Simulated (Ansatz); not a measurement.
# Lattice dynamics of ScCu (Pm-3m), part 3 of 3

The cell of ScCu (Pm-3m) is at rest. What are its phonons? After the zone centre comes a 4×4×4 q mesh on a 16×16×16 k mesh.

Ansatz 0.2.0; DFT PBEsol, scalar-relativistic, plane waves, PAW; PAW set soft_1.

So far. Step 2 (Modes at Γ): Before it was imposed, the acoustic sum rule was missed by 3.9e-5 eV/Å². Small misses are needed for a sound result but don't prove that mesh and cutoff are converged. The lowest optical mode is real, 194 cm⁻¹.

## 3. Phonons on a q mesh (continued)

The partial phonon density of states has structure finer than the step of the table below, so its rows give means over 5 cm⁻¹, whole bins alone (the curve runs from -10 to 260 cm⁻¹). Peaks (cm⁻¹: height): Cu 69.9: 0.0387, 122.6: 0.0611; Sc 188.9: 0.0302, 202.5: 0.0345, 212.7: 0.0348, 222.9: 0.0404, 233.1: 0.0604.

Phonopy on the run's constants, 17x17x17 mesh, Gaussian sigma 2.0 cm-1. Interpolated from a 4×4×4 q mesh. Table of partial phonon density of states by wavenumber; means over each step; values in 1/cm⁻¹/cell:

```
wavenumber (cm⁻¹)       Cu       Sc
               -5   8.3e-6   5.2e-6
                0   5.1e-5   3.6e-5
                5   8.3e-6   6.1e-6
               10        0        0
               15   3.4e-5   2.6e-5
               20   2.6e-4   1.8e-4
               25   3.9e-4   2.6e-4
               30  0.00104   3.9e-4
               35  0.00261   4.2e-4
               40  0.00433  0.00104
               45  0.00752  0.00163
               50   0.0103  0.00154
               55   0.0199  0.00374
               60   0.0268  0.00495
               65   0.0341  0.00647
               70   0.0375  0.00707
               75   0.0347  0.00578
               80   0.0284  0.00453
               85   0.0229  0.00339
               90   0.0246  0.00369
               95   0.0243  0.00427
              100   0.0226  0.00392
              105   0.0287  0.00385
              110   0.0245  0.00392
              115   0.0325  0.00332
              120   0.0492  0.00816
              125   0.0560  0.00753
              130   0.0288  0.00354
              135  0.00412  0.00373
              140  0.00186  0.00611
              145  0.00192  0.00748
              150  0.00225  0.00905
              155  0.00269   0.0113
              160  0.00339   0.0145
              165  0.00390   0.0153
              170  0.00482   0.0174
              175  0.00548   0.0197
              180  0.00561   0.0210
              185  0.00627   0.0257
              190  0.00757   0.0280
              195  0.00554   0.0204
              200  0.00439   0.0284
              205  0.00303   0.0243
              210  0.00224   0.0234
              215  0.00237   0.0265
              220  0.00181   0.0293
              225  0.00207   0.0347
              230  0.00247   0.0457
              235  0.00258   0.0566
              240  0.00138   0.0386
              245   2.5e-4  0.00887
              250   3.6e-6   1.8e-4
              255        0        0
```

Second derivatives of the energy by pair, one row for each kind of neighbour of each atom listed. Each entry sums the pair over the periodic images of the supercell that the q mesh stands for, and in a polar crystal it holds the long-range dipole part too. Force constants by pair, by row:

```
atom  neighbour  distance (Å)  third of the trace (eV/Å²)  along the pair's line (eV/Å²)
 Sc1     itself             0                       6.251                              –
 Sc1         Cu         2.779                     -0.4026                          -1.15
 Sc1         Sc         3.209                     -0.3902                         -1.418
 Sc1         Sc         4.538                      0.0355                         0.0326
 Sc1         Cu         5.322                     -0.0263                        -0.0614
 Sc1         Sc         5.558                     -0.0775                        -0.2453
 Sc1         Sc         6.418                     -0.0078                        -0.0289
 Sc1         Cu         6.994                      0.0065                         0.0169
 Sc1         Sc         7.176                     -0.0014                        -0.0126
 Cu2     itself             0                       2.941                              –
 Cu2         Sc         2.779                     -0.4026                          -1.15
 Cu2         Cu         3.209                      0.2296                         0.5629
 Cu2         Cu         4.538                     -0.0154                        -0.0762
 Cu2         Sc         5.322                     -0.0263                        -0.0614
 Cu2         Cu         5.558                     -0.0412                        -0.1313
 Cu2         Cu         6.418                     -0.0424                        -0.1071
 Cu2         Sc         6.994                      0.0065                         0.0169
 Cu2         Cu         7.176                      0.0028                         0.0036
```

Harmonic thermodynamic functions per atom, from the density of states. Interpolated from a 4×4×4 q mesh. Thermodynamic functions, by row:

```
T (K)  F_vib (meV/atom)  S (J/mol-atom/K)  C_V (J/mol-atom/K)
    0             27.24                 0                   0
   50             26.56             4.428               8.706
  100             21.91             13.46               17.24
  200              0.16             27.49               22.48
  300            -33.49              36.9               23.79
  400            -75.48             43.82               24.28
  500            -123.8             49.27               24.52
  600            -177.3             53.75               24.64
  700              -235             57.55               24.72
  800            -296.4             60.86               24.77
  900              -361             63.78               24.81
 1000            -428.5             66.39               24.83
```

Harmonic mean-square displacement, third of the trace. Interpolated from a 4×4×4 q mesh. Mean square displacements, by row:

```
T (K)  Sc1 U_eq (Å²)  Cu2 U_eq (Å²)
    0        0.00227        0.00292
  100        0.00325        0.00581
  300        0.00765         0.0158
  600        0.01485        0.03127
```

Symmetry leaves 10 wavevectors to solve. The lowest mode among them, the acoustic zeros apart, lies at q = (0, -0.5, -0.5) and is real, 29.4 cm⁻¹.

## 4. Another isotope

An isotope changes the mass and not the force constants, so no new electronic calculation is needed; the shifts show which modes move this element.

The same force constants with the mass of Cu changed from 63.546 to 64.928 u (phonopy, no LO-TO term). Both lists are sorted by frequency; levels can cross, so a row need not hold one and the same mode. Modes under 3 cm⁻¹ are left out. Isotope shifts, by row:

```
          q  rank  natural mass (cm⁻¹)  changed mass (cm⁻¹)
      0 0 0     4                193.8                  193
      0 0 0     5                193.8                  193
      0 0 0     6                193.8                  193
   0 0 0.25     1                79.84                79.31
   0 0 0.25     2                79.84                79.31
   0 0 0.25     3                103.7                102.8
   0 0 0.25     4                182.6                181.9
   0 0 0.25     5                182.6                181.9
   0 0 0.25     6                216.1                215.8
   0 0 -0.5     1                  109                107.8
   0 0 -0.5     2                131.6                130.1
   0 0 -0.5     3                131.6                130.1
   0 0 -0.5     4                152.4                152.4
   0 0 -0.5     5                152.4                152.4
   0 0 -0.5     6                242.9                242.9
0 0.25 0.25     1                63.12                62.57
0 0.25 0.25     2                99.45                98.82
0 0.25 0.25     3                123.7                122.4
0 0.25 0.25     4                165.7                164.9
0 0.25 0.25     5                206.7                206.3
0 0.25 0.25     6                209.8                209.8
```

A mode of this element alone would shift by -1.07 %. The highest zone-centre frequency without the field goes from 193.8 to 193.0 cm⁻¹ (-0.4 %). The product of the frequency ratios over all optical modes at Γ is 0.987; the product rule, (m/m′)^(3k/2) (M′/M)^(3/2) with k = 1 such atoms and M the mass of the cell, gives 0.987.

## 5. What came out

```yaml
space_group_within_0p01_a: Pm-3m
volume_per_atom: 16.5 Å³
electronic_character: no gap on this mesh
highest_optical_mode_at_the_zone_centre_no_lo_to_term: 194 cm⁻¹
lowest_optical_zone_centre_mode: 194 cm⁻¹
lowest_mode_on_the_q_mesh_acoustic_modes_at_gamma_apart: 29.4 cm⁻¹
highest_frequency_on_the_path_or_at_a_solved_wavevector: 244 cm⁻¹
zero_point_energy_per_atom: 27.2 meV
heat_capacity_at_300_k: 23.8 J/(mol atoms K)
vibrational_entropy_at_300_k: 36.9 J/(mol atoms K)
debye_temperature_second_moment: 295 K
imaginary_modes_on_the_4x4x4_q_mesh: none
```

The structure is a minimum as far as tested: no mode is imaginary at the 10 irreducible wavevectors of the 4×4×4 mesh, and the softest away from the acoustic zeros lies at 29 cm⁻¹. The optical modes at Γ form one degenerate level at 194 cm⁻¹. With no gap, or one that is small against the smearing, the frequencies hang on the k mesh and the smearing, most of all near Kohn anomalies. The PAW files were made for PBE and serve the other functionals too. A phonon run warned that its eigensolver left some bands unconverged in a pass. These are harmonic frequencies at zero temperature: anharmonic shifts, linewidths and thermal expansion are left out.

[Logs are printed without paths, hosts, clocks, repeated set-up lines and the standing remarks that a program may print on its own settings, such as how far it seeks lower states.]

[Hosts, paths, dates, database ids (printed as entryN), source tags and the programs' standing remarks are cut or masked in the printed files.]
